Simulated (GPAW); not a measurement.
## Sc L₃ ELNES/XANES of Sc3In (Pm-3m) from DFT

What does one-electron theory with a core hole give for the Sc L₃ edge of Sc3In (Pm-3m)?

Calculated with GPAW 26.7.0; X-ray absorption from dipole matrix elements to empty bands, plane-wave PAW LDA.

Most raw output is cut from this account.

## Step 1: Starting point

Symmetry: Pm-3m, No. 221, cubic system. Conventional cell: a = 4.530 Å, b = 4.530 Å, c = 4.530 Å, α = 90.00°, β = 90.00°, γ = 90.00°. Nearest to In lie 12 Sc at 3.20 Å. Sc has 4 In at 3.20 Å and 8 Sc at 3.20 Å nearest. Farther neighbours are not listed.

As a file:

```xyz
4
Lattice="4.5304 0.0000 0.0000 0.0000 4.5304 0.0000 0.0000 0.0000 4.5304" Properties=species:S:1:pos:R:3 pbc="T T T"
In    0.0000    0.0000    0.0000
Sc    0.0000    2.2652    2.2652
Sc    2.2652    0.0000    2.2652
Sc    2.2652    2.2652    0.0000
```

## Step 2: The field without a hole

The ground state comes first: it tells whether the system has a gap, which decides how the excited electron is treated.

Contents of scf.py:

```python
import numpy as np
from ase import Atoms
from ase.parallel import parprint, paropen
from gpaw import GPAW, PW, FermiDirac, Mixer, MixerDif, setup_paths
from gpaw.test import gen
setup_paths.insert(0, '.')
gen('Sc', name='nch2p', xcname='LDA', corehole=(2, 1, 0), write_xml=True)
from gpaw.mpi import world
world.barrier()

atoms = Atoms('InSc3',
    cell=[[4.53040882, 0, 0],
     [0, 4.53040882, 0],
     [0, 0, 4.53040882]],
    scaled_positions=[[0, 0, 0],
     [0, 0.5, 0.5],
     [0.5, 0, 0.5],
     [0.5, 0.5, 0]],
    pbc=True)
atoms.calc = calc = GPAW(legacy_gpaw=True, mode=PW(430, force_complex_dtype=True), xc='LDA', setups={1: 'nch2p'},
    kpts={'size': (6, 6, 6), 'gamma': True}, occupations=FermiDirac(0.05),
    charge=0, mixer=Mixer(0.1, 5, 50), maxiter=150,
    convergence={'density': 0.0001, 'eigenstates': 1e-6}, txt='scf.txt')
energy = atoms.get_potential_energy() + calc.get_reference_energy()
ef = calc.get_fermi_level()
out = dict(energy=energy, fermi=ef, forces=atoms.get_forces().tolist())
parprint(f'all-electron energy {energy:.4f} eV, Fermi level {ef:.4f} eV')
ev = np.array([[calc.get_eigenvalues(k, s) for k in range(len(calc.get_ibz_k_points()))] for s in range(calc.get_number_of_spins())])
out['homo'], out['lumo'], out['counts'] = ev[ev < ef].max(), ev[ev > ef].min(), sorted(set((ev < ef).sum((0, 2)).tolist()))
out['filled'] = (ev[:, 0] < ef).sum(1).tolist()
import json
with paropen('out.json', 'w') as f:
    json.dump(out, f)
```

Run with:

```
> OMP_NUM_THREADS=1 mpirun -n 2 gpaw python scf.py
```

The job ended after 81 s (2 MPI ranks of Arm Neoverse V2, shared host; peak memory 0.22 GiB; 2.7 min of CPU time).

The mesh shows no gap, so the system is treated as a metal and the core electron is put at the Fermi level (neutral cell).

## Step 3: Spectrum without a core hole, Sc atom 2

Without a hole the spectrum is the empty density of states of the right symmetry on the absorber, weighted by matrix elements. It needs only the small cell and serves as the baseline. The data set with a hole of occupation 0 only carries the core orbital.

The absorber has 1 Sc at 3.20 Å, 1 In at 3.20 Å, 2 Sc at 3.20 Å, 1 In at 3.20 Å, 1 Sc at 3.20 Å, 1 In at 3.20 Å, 1 Sc at 3.20 Å, 1 In at 3.20 Å and 3 Sc at 3.20 Å (cuboctahedral, site symmetry 4/mmm).

Contents of xas.py:

```python
import numpy as np
from ase import Atoms
from ase.parallel import parprint, paropen
from gpaw import GPAW, PW, FermiDirac, Mixer, MixerDif, setup_paths
from gpaw.test import gen
setup_paths.insert(0, '.')
gen('Sc', name='nch2p', xcname='LDA', corehole=(2, 1, 0), write_xml=True)
from gpaw.mpi import world
world.barrier()

atoms = Atoms('InSc3',
    cell=[[4.53040882, 0, 0],
     [0, 4.53040882, 0],
     [0, 0, 4.53040882]],
    scaled_positions=[[0, 0, 0],
     [0, 0.5, 0.5],
     [0.5, 0, 0.5],
     [0.5, 0.5, 0]],
    pbc=True)
atoms.calc = calc = GPAW(legacy_gpaw=True, mode=PW(430, force_complex_dtype=True), xc='LDA', setups={1: 'nch2p'},
    kpts={'size': (8, 8, 8), 'gamma': True}, occupations=FermiDirac(0.1),
    charge=0, mixer=Mixer(0.1, 5, 50), maxiter=150,
    convergence={'density': 0.0001, 'eigenstates': 1e-6}, txt='scf.txt')
energy = atoms.get_potential_energy() + calc.get_reference_energy()
ef = calc.get_fermi_level()
out = dict(energy=energy, fermi=ef, forces=atoms.get_forces().tolist())
parprint(f'all-electron energy {energy:.4f} eV, Fermi level {ef:.4f} eV')
ev = np.array([[calc.get_eigenvalues(k, s) for k in range(len(calc.get_ibz_k_points()))] for s in range(calc.get_number_of_spins())])
out['homo'], out['lumo'], out['counts'] = ev[ev < ef].max(), ev[ev > ef].min(), sorted(set((ev < ef).sum((0, 2)).tolist()))
out['filled'] = (ev[:, 0] < ef).sum(1).tolist()

from ase.units import Ha
from gpaw.xas import dipole_matrix_elements
nb = int(calc.get_number_of_electrons() / 2) + 73
top, nb = nb, nb + 8 + nb // 12
nscf = calc.fixed_density(kpts={'size': (5, 5, 5), 'gamma': True}, nbands=nb,
    convergence={'bands': top, 'eigenstates': 1e-5}, maxiter=60, txt='nscf.txt')
cell = atoms.cell.array
ops = [cell.T @ U.T @ np.linalg.inv(cell.T) for U in nscf.wfs.kd.symmetry.op_scc]
E = np.arange(-25, 34, 0.1)
fwhm = np.interp(E, [4, 25], [0.9, 3.5])
Y, X, zero, highest = 0, 0, 1e9, 1e9
for spin in range(nscf.get_number_of_spins()):
    wfs = nscf.wfs
    A = dipole_matrix_elements(wfs.setups[1])
    eps = np.zeros((wfs.kd.nibzkpts, nb))
    d = np.zeros((3, A.shape[1], wfs.kd.nibzkpts, nb), complex)
    for kpt in wfs.kpt_u:
        if kpt.s == spin and 1 in kpt.P_ani:
            eps[kpt.k] = kpt.eps_n * Ha
            d[:, :, kpt.k] = (kpt.weight * wfs.nspins / 2) ** 0.5 * np.inner(A, kpt.P_ani[1])
    world.sum(eps)
    world.sum(d)
    T = np.einsum('amkn,bmkn->abkn', d, d.conj()).real
    T = sum(np.einsum('ai,ijkn,bj->abkn', R, T, R) for R in ops) / len(ops)
    empty = eps > ef
    zero, highest = min(zero, eps[empty].min()), min(highest, eps[:, top - 1].min())
    lines = [(eps, T, empty)] if spin == 0 else lines + [(eps, T, empty)]
for eps, T, empty in lines:
    f = np.einsum('aakn->akn', T).reshape(3, -1)
    x = eps.ravel() - zero
    w = np.interp(x, E, fwhm) / 2.35482
    g = np.exp(-0.5 * ((E[:, None] - x) / w) ** 2) / (w * (2 * np.pi) ** 0.5)
    Y = Y + (f * empty.ravel()) @ g.T
    X = X + (f * ~empty.ravel()) @ g.T
out.update(E=E.round(2).tolist(), xas=Y.tolist(), xes=X.tolist(), zero=zero, valid=highest - zero, nk=len(eps), nb=nb)
for i in range(0, len(E), 10):
    parprint(f'{E[i]:7.2f}', *(f'{v:10.3e}' for v in Y[:, i]))
import json
with paropen('out.json', 'w') as f:
    json.dump(out, f)
```

Run with:

```
> OMP_NUM_THREADS=1 mpirun -n 2 gpaw python xas.py
```

The job ended after 2.9 min (2 MPI ranks; peak memory 0.33 GiB; 5.8 min of CPU time).

The Sc L₃ spectrum, Sc atom 2, no core hole (energy from the lowest empty level; intensity scaled to a mean of 1 over the first 20 eV):

| E (eV) | intensity |
| --- | --- |
| -2.0 | 0.00 |
| -1.5 | 0.00 |
| -1.0 | 0.02 |
| -0.5 | 0.29 |
| 0.0 | 1.19 |
| 0.5 | 1.76 |
| 1.0 | 1.76 |
| 1.5 | 1.71 |
| 2.0 | 3.25 |
| 2.5 | 4.44 |
| 3.0 | 3.09 |
| 3.5 | 2.52 |
| 4.0 | 2.79 |
| 4.5 | 1.55 |
| 5.0 | 0.58 |
| 5.5 | 0.48 |
| 6.0 | 0.64 |
| 6.5 | 0.75 |
| 7.0 | 0.74 |
| 7.5 | 0.80 |
| 8.0 | 0.86 |
| 8.5 | 0.73 |
| 9.0 | 0.57 |
| 9.5 | 0.53 |
| 10.0 | 0.54 |
| 10.5 | 0.55 |
| 11.0 | 0.55 |
| 11.5 | 0.52 |
| 12.0 | 0.47 |
| 12.5 | 0.44 |
| 13.0 | 0.46 |
| 13.5 | 0.51 |
| 14.0 | 0.52 |
| 14.5 | 0.50 |
| 15.0 | 0.44 |
| 15.5 | 0.39 |
| 16.0 | 0.36 |
| 16.5 | 0.35 |
| 17.0 | 0.36 |
| 17.5 | 0.40 |
| 18.0 | 0.45 |
| 18.5 | 0.51 |
| 19.0 | 0.55 |
| 19.5 | 0.57 |
| 20.0 | 0.57 |
| 20.5 | 0.54 |
| 21.0 | 0.51 |
| 21.5 | 0.47 |
| 22.0 | 0.43 |
| 22.5 | 0.41 |
| 23.0 | 0.39 |
| 23.5 | 0.38 |
| 24.0 | 0.38 |
| 24.5 | 0.38 |
| 25.0 | 0.39 |
| 25.5 | 0.39 |
| 26.0 | 0.39 |
| 26.5 | 0.39 |
| 27.0 | 0.38 |
| 27.5 | 0.37 |
| 28.0 | 0.36 |
| 28.5 | 0.35 |
| 29.0 | 0.33 |
| 29.5 | 0.32 |
| 30.0 | 0.31 |
| 30.5 | 0.31 |
| 31.0 | 0.31 |
| 31.5 | 0.32 |
| 32.0 | 0.34 |

Main maxima below 30 eV (height): 0.8 eV (1.84), 2.5 eV (4.44), 3.9 eV (2.85), 7.9 eV (0.86) and 19.7 eV (0.58). At an L edge the dipole rule selects empty d (and weakly s) states on the absorber, and the strong line at the onset measures the empty part of its d band. 2p–3d multiplets, which reshape such L edges, aren't in a one-electron spectrum.

The same matrix elements for filled bands give the Sc L₃ emission of Sc atom 2 (ground-state approximation; energy from the lowest empty level, largest value 1):

| E (eV) | emission |
| --- | --- |
| -24.00 | 0.00 |
| -23.25 | 0.00 |
| -22.50 | 0.00 |
| -21.75 | 0.00 |
| -21.00 | 0.00 |
| -20.25 | 0.00 |
| -19.50 | 0.00 |
| -18.75 | 0.00 |
| -18.00 | 0.00 |
| -17.25 | 0.00 |
| -16.50 | 0.00 |
| -15.75 | 0.00 |
| -15.00 | 0.00 |
| -14.25 | 0.00 |
| -13.50 | 0.00 |
| -12.75 | 0.00 |
| -12.00 | 0.00 |
| -11.25 | 0.00 |
| -10.50 | 0.00 |
| -9.75 | 0.00 |
| -9.00 | 0.00 |
| -8.25 | 0.00 |
| -7.50 | 0.00 |
| -6.75 | 0.01 |
| -6.00 | 0.02 |
| -5.25 | 0.02 |
| -4.50 | 0.00 |
| -3.75 | 0.04 |
| -3.00 | 0.12 |
| -2.25 | 0.21 |
| -1.50 | 0.58 |
| -0.75 | 0.98 |
| 0.00 | 0.53 |
| 0.75 | 0.04 |
| 1.50 | 0.00 |
| 2.25 | 0.00 |
| 3.00 | 0.00 |

Emission maxima: -0.8 eV (1.00).

## Step 4: Supercell without a hole, the energy reference

The photon energy needs a difference of total energies, so the cell and mesh of the coming hole run are first run without a hole.

scf.py, as its differences from that of step 2:

```diff
@@ -10,13 +10,17 @@
 
-atoms = Atoms('InSc3',
-    cell=[[4.53040882, 0, 0],
-     [0, 4.53040882, 0],
-     [0, 0, 4.53040882]],
+atoms = Atoms('In2Sc6',
+    cell=[[4.53040882, 0, 4.53040882],
+     [0, 4.53040882, 4.53040882],
+     [-4.53040882, 0, 4.53040882]],
     scaled_positions=[[0, 0, 0],
+     [0.5, 0, 0.5],
+     [0, 0.5, 0],
+     [0.5, 0.5, 0.5],
+     [0.5, 0, 0],
+     [0, 0, 0.5],
      [0, 0.5, 0.5],
-     [0.5, 0, 0.5],
      [0.5, 0.5, 0]],
     pbc=True)
-atoms.calc = calc = GPAW(legacy_gpaw=True, mode=PW(430, force_complex_dtype=True), xc='LDA', setups={1: 'nch2p'},
-    kpts={'size': (6, 6, 6), 'gamma': True}, occupations=FermiDirac(0.05),
+atoms.calc = calc = GPAW(legacy_gpaw=True, mode=PW(430, force_complex_dtype=True), xc='LDA', setups={2: 'nch2p'},
+    kpts={'size': (4, 4, 4), 'gamma': True}, occupations=FermiDirac(0.1),
     charge=0, mixer=Mixer(0.1, 5, 50), maxiter=150,
```

Run with:

```
> OMP_NUM_THREADS=1 mpirun -n 2 gpaw python scf.py
```

It took 2.1 min on 2 MPI ranks; peak memory 0.3 GiB.

Reference energy: -444158.869 eV with the cores included.

## Step 5: Spectrum with XCH, Sc atom 2

The holes are 6.4 Å apart. In GPAW the data set carries the hole's charge, so charge=0 means a charged cell and charge=-1 a neutral one. The excited electron is kept in the cell, where it fills the lowest empty states and screens the hole. After the field has converged, empty bands are computed with the density fixed and the dipole matrix elements are summed.

xas.py, as its differences from that of step 3:

```diff
@@ -6,3 +6,3 @@
 setup_paths.insert(0, '.')
-gen('Sc', name='nch2p', xcname='LDA', corehole=(2, 1, 0), write_xml=True)
+gen('Sc', name='fch2p', xcname='LDA', corehole=(2, 1, 1), write_xml=True)
 from gpaw.mpi import world
@@ -10,14 +10,18 @@
 
-atoms = Atoms('InSc3',
-    cell=[[4.53040882, 0, 0],
-     [0, 4.53040882, 0],
-     [0, 0, 4.53040882]],
+atoms = Atoms('In2Sc6',
+    cell=[[4.53040882, 0, 4.53040882],
+     [0, 4.53040882, 4.53040882],
+     [-4.53040882, 0, 4.53040882]],
     scaled_positions=[[0, 0, 0],
+     [0.5, 0, 0.5],
+     [0, 0.5, 0],
+     [0.5, 0.5, 0.5],
+     [0.5, 0, 0],
+     [0, 0, 0.5],
      [0, 0.5, 0.5],
-     [0.5, 0, 0.5],
      [0.5, 0.5, 0]],
     pbc=True)
-atoms.calc = calc = GPAW(legacy_gpaw=True, mode=PW(430, force_complex_dtype=True), xc='LDA', setups={1: 'nch2p'},
-    kpts={'size': (8, 8, 8), 'gamma': True}, occupations=FermiDirac(0.1),
-    charge=0, mixer=Mixer(0.1, 5, 50), maxiter=150,
+atoms.calc = calc = GPAW(legacy_gpaw=True, mode=PW(430, force_complex_dtype=True), xc='LDA', setups={2: 'fch2p'},
+    kpts={'size': (4, 4, 4), 'gamma': True}, occupations=FermiDirac(0.1),
+    charge=-1, mixer=Mixer(0.1, 5, 50), maxiter=150,
     convergence={'density': 0.0001, 'eigenstates': 1e-6}, txt='scf.txt')
@@ -33,3 +37,3 @@
 from gpaw.xas import dipole_matrix_elements
-nb = int(calc.get_number_of_electrons() / 2) + 73
+nb = int(calc.get_number_of_electrons() / 2) + 143
 top, nb = nb, nb + 8 + nb // 12
@@ -39,3 +43,3 @@
 ops = [cell.T @ U.T @ np.linalg.inv(cell.T) for U in nscf.wfs.kd.symmetry.op_scc]
-E = np.arange(-25, 34, 0.1)
+E = np.arange(-6, 34, 0.1)
 fwhm = np.interp(E, [4, 25], [0.9, 3.5])
@@ -44,3 +48,3 @@
     wfs = nscf.wfs
-    A = dipole_matrix_elements(wfs.setups[1])
+    A = dipole_matrix_elements(wfs.setups[2])
     eps = np.zeros((wfs.kd.nibzkpts, nb))
@@ -48,5 +52,5 @@
     for kpt in wfs.kpt_u:
-        if kpt.s == spin and 1 in kpt.P_ani:
+        if kpt.s == spin and 2 in kpt.P_ani:
             eps[kpt.k] = kpt.eps_n * Ha
-            d[:, :, kpt.k] = (kpt.weight * wfs.nspins / 2) ** 0.5 * np.inner(A, kpt.P_ani[1])
+            d[:, :, kpt.k] = (kpt.weight * wfs.nspins / 2) ** 0.5 * np.inner(A, kpt.P_ani[2])
     world.sum(eps)
```

Run with:

```
> OMP_NUM_THREADS=1 mpirun -n 2 gpaw python xas.py
```

The job ended after 8.4 min (2 MPI ranks; peak memory 0.58 GiB; 17 min of CPU time).

The Sc L₃ spectrum, Sc atom 2, excited-electron core hole (neutral cell) (energy from the lowest empty level; intensity scaled to a mean of 1 over the first 20 eV):

| E (eV) | intensity |
| --- | --- |
| -2.0 | 0.00 |
| -1.5 | 0.00 |
| -1.0 | 0.02 |
| -0.5 | 0.47 |
| 0.0 | 2.15 |
| 0.5 | 3.47 |
| 1.0 | 4.18 |
| 1.5 | 5.31 |
| 2.0 | 4.03 |
| 2.5 | 2.30 |
| 3.0 | 2.16 |
| 3.5 | 2.04 |
| 4.0 | 1.17 |
| 4.5 | 0.58 |
| 5.0 | 0.31 |
| 5.5 | 0.33 |
| 6.0 | 0.52 |
| 6.5 | 0.60 |
| 7.0 | 0.58 |
| 7.5 | 0.60 |
| 8.0 | 0.60 |
| 8.5 | 0.56 |
| 9.0 | 0.52 |
| 9.5 | 0.49 |
| 10.0 | 0.45 |
| 10.5 | 0.41 |
| 11.0 | 0.40 |
| 11.5 | 0.40 |
| 12.0 | 0.41 |
| 12.5 | 0.41 |
| 13.0 | 0.43 |
| 13.5 | 0.44 |
| 14.0 | 0.44 |
| 14.5 | 0.42 |
| 15.0 | 0.38 |
| 15.5 | 0.34 |
| 16.0 | 0.32 |
| 16.5 | 0.32 |
| 17.0 | 0.34 |
| 17.5 | 0.39 |
| 18.0 | 0.44 |
| 18.5 | 0.48 |
| 19.0 | 0.51 |
| 19.5 | 0.52 |
| 20.0 | 0.51 |
| 20.5 | 0.48 |
| 21.0 | 0.45 |
| 21.5 | 0.42 |
| 22.0 | 0.39 |
| 22.5 | 0.37 |
| 23.0 | 0.35 |
| 23.5 | 0.35 |
| 24.0 | 0.35 |
| 24.5 | 0.35 |
| 25.0 | 0.36 |
| 25.5 | 0.36 |
| 26.0 | 0.36 |
| 26.5 | 0.36 |
| 27.0 | 0.35 |
| 27.5 | 0.34 |
| 28.0 | 0.33 |
| 28.5 | 0.31 |
| 29.0 | 0.30 |
| 29.5 | 0.29 |
| 30.0 | 0.29 |
| 30.5 | 0.29 |
| 31.0 | 0.30 |
| 31.5 | 0.31 |
| 32.0 | 0.33 |

Main maxima below 30 eV (height): 1.5 eV (5.31), 3.2 eV (2.26), 7.8 eV (0.61) and 19.4 eV (0.52). 

The total-energy difference is 399.01 eV. Two terms are added: -1.39 eV, since the hole is spin-paired here and a spin-polarised one costs that much less in the free atom (computed apart); −1.63 eV, a third of the tabulated L₂–L₃ splitting, since the scalar-relativistic hole is their mean. The photon energy is then 395.99 eV. The tabulated edge of the element is 398.7 eV. The functional leaves an error of a few eV in such absolute values.

## Step 6: Spectrum with FCH, Sc atom 2

The holes are 6.4 Å apart. In GPAW the data set carries the hole's charge, so charge=0 means a charged cell and charge=-1 a neutral one. The excited electron is left out and a uniform background balances the charge. After the field has converged, empty bands are computed with the density fixed and the dipole matrix elements are summed.

Changed against the first core-hole run: core hole to FCH.

xas.py, as its differences from that of step 5:

```diff
@@ -25,3 +25,3 @@
     kpts={'size': (4, 4, 4), 'gamma': True}, occupations=FermiDirac(0.1),
-    charge=-1, mixer=Mixer(0.1, 5, 50), maxiter=150,
+    charge=0, mixer=Mixer(0.1, 5, 50), maxiter=150,
     convergence={'density': 0.0001, 'eigenstates': 1e-6}, txt='scf.txt')
```

Wall time 8.6 min (2 MPI ranks); peak memory 0.57 GiB.

| E (eV) | first run | this run |
| --- | --- | --- |
| -2.0 | 0.00 | 0.00 |
| -1.0 | 0.02 | 0.03 |
| 0.0 | 2.15 | 2.49 |
| 1.0 | 4.18 | 4.28 |
| 2.0 | 4.03 | 4.06 |
| 3.0 | 2.16 | 2.11 |
| 4.0 | 1.17 | 1.13 |
| 5.0 | 0.31 | 0.32 |
| 6.0 | 0.52 | 0.47 |
| 7.0 | 0.58 | 0.56 |
| 8.0 | 0.60 | 0.58 |
| 9.0 | 0.52 | 0.51 |
| 10.0 | 0.45 | 0.45 |
| 11.0 | 0.40 | 0.39 |
| 12.0 | 0.41 | 0.39 |
| 13.0 | 0.43 | 0.42 |
| 14.0 | 0.44 | 0.44 |
| 15.0 | 0.38 | 0.38 |
| 16.0 | 0.32 | 0.32 |
| 17.0 | 0.34 | 0.33 |
| 18.0 | 0.44 | 0.42 |
| 19.0 | 0.51 | 0.49 |
| 20.0 | 0.51 | 0.50 |
| 21.0 | 0.45 | 0.45 |
| 22.0 | 0.39 | 0.39 |
| 23.0 | 0.35 | 0.35 |
| 24.0 | 0.35 | 0.34 |
| 25.0 | 0.36 | 0.35 |
| 26.0 | 0.36 | 0.36 |
| 27.0 | 0.35 | 0.35 |
| 28.0 | 0.33 | 0.33 |
| 29.0 | 0.30 | 0.30 |
| 30.0 | 0.29 | 0.29 |
| 31.0 | 0.30 | 0.30 |
| 32.0 | 0.33 | 0.32 |

The scaled spectrum changes by 5 % r.m.s. The highest intensity below 24 eV stays at 1.5 eV.

The photon energy of the zero moves by -0.06 eV.

## Step 7: With and without the hole

Both curves are counted from their own zero, so only the shift of weight within the empty states shows.

| E (eV) | no hole | XCH |
| --- | --- | --- |
| -2.0 | 0.00 | 0.00 |
| -1.0 | 0.02 | 0.02 |
| 0.0 | 1.19 | 2.15 |
| 1.0 | 1.76 | 4.18 |
| 2.0 | 3.25 | 4.03 |
| 3.0 | 3.09 | 2.16 |
| 4.0 | 2.79 | 1.17 |
| 5.0 | 0.58 | 0.31 |
| 6.0 | 0.64 | 0.52 |
| 7.0 | 0.74 | 0.58 |
| 8.0 | 0.86 | 0.60 |
| 9.0 | 0.57 | 0.52 |
| 10.0 | 0.54 | 0.45 |
| 11.0 | 0.55 | 0.40 |
| 12.0 | 0.47 | 0.41 |
| 13.0 | 0.46 | 0.43 |
| 14.0 | 0.52 | 0.44 |
| 15.0 | 0.44 | 0.38 |
| 16.0 | 0.36 | 0.32 |
| 17.0 | 0.36 | 0.34 |
| 18.0 | 0.45 | 0.44 |
| 19.0 | 0.55 | 0.51 |
| 20.0 | 0.57 | 0.51 |
| 21.0 | 0.51 | 0.45 |
| 22.0 | 0.43 | 0.39 |
| 23.0 | 0.39 | 0.35 |
| 24.0 | 0.38 | 0.35 |
| 25.0 | 0.39 | 0.36 |
| 26.0 | 0.39 | 0.36 |
| 27.0 | 0.38 | 0.35 |
| 28.0 | 0.36 | 0.33 |
| 29.0 | 0.33 | 0.30 |
| 30.0 | 0.31 | 0.29 |
| 31.0 | 0.31 | 0.30 |
| 32.0 | 0.34 | 0.33 |

With each curve scaled to its own mean, the area from −2 to 6 eV with the hole is 14.4 against 12.9, and the centre of weight from −1 to 20 eV moves by -1.0 eV; the shape changes all the same, by 64 % r.m.s.

## Step 8: What came out

```yaml
absorber_and_edge: Sc L₃, atom 2 of the ground-state input (counted from 1)
surroundings: 2 Sc at 3.20 Å, 1 In at 3.20 Å, 2 Sc at 3.20 Å, 1 In at 3.20 Å, 3 Sc at 3.20 Å, 1 In at 3.20 Å, 1 Sc at 3.20 Å and 1 In at 3.20 Å (cuboctahedral, site symmetry 4/mmm)
highest_intensity_below_24_ev: 1.5 eV above the zero, height 5.31
photon_energy_of_the_zero_with_the_added_terms: 396.0 eV (raw 399.0 eV; uncertain by a few eV)
```

In words: The Sc L₃ edge of atom 2, with 2 Sc at 3.20 Å, 1 In at 3.20 Å, 2 Sc at 3.20 Å, 1 In at 3.20 Å, 3 Sc at 3.20 Å, 1 In at 3.20 Å, 1 Sc at 3.20 Å and 1 In at 3.20 Å (cuboctahedral, site symmetry 4/mmm), has its highest intensity of the first 24 eV at 1.5 eV above the zero, near 397 eV in photon energy (uncertain by a few eV), 5.3 times the mean level of the first 20 eV (Gaussian full width 0.9 eV up to 4 eV, rising linearly to 3.5 eV at 25 eV). With each curve scaled to its own mean, the area from −2 to 6 eV with the hole is 14.4 against 12.9, and the centre of weight from −1 to 20 eV moves by -1.0 eV; the shape changes all the same, by 64 % r.m.s. Changing the core hole to FCH alters the shape by 5 % r.m.s., so the result is insensitive to this choice. One-electron theory leaves out the 2p–3d multiplets that shape measured L edges of 3d elements, and the L₂ edge isn't added. The holes are only 6.4 Å apart, so the shape is probably not converged with cell size; no larger cell was run here. The mesh is coarse (0.28 Å⁻¹ between points), so small maxima may be mesh ripples. The structure is a computed Materials Project entry and may be a hypothetical form.

[Logs are printed without paths, hosts, clocks, repeated set-up lines and the standing remarks that a program may print on its own settings, such as how far it seeks lower states.]

[Hosts, paths, dates, database ids (printed as entryN), source tags and the programs' standing remarks are cut or masked in the printed files.]

[Lists of maxima count a maximum above −3 eV only where it reaches 4 % of the highest in the window and stands out from its surroundings by 2 % of it (1.5 % where it reaches 55 %); shoulders and weaker maxima are passed over, and of the rest the first, up to two pre-edge ones and the few strongest are named.]
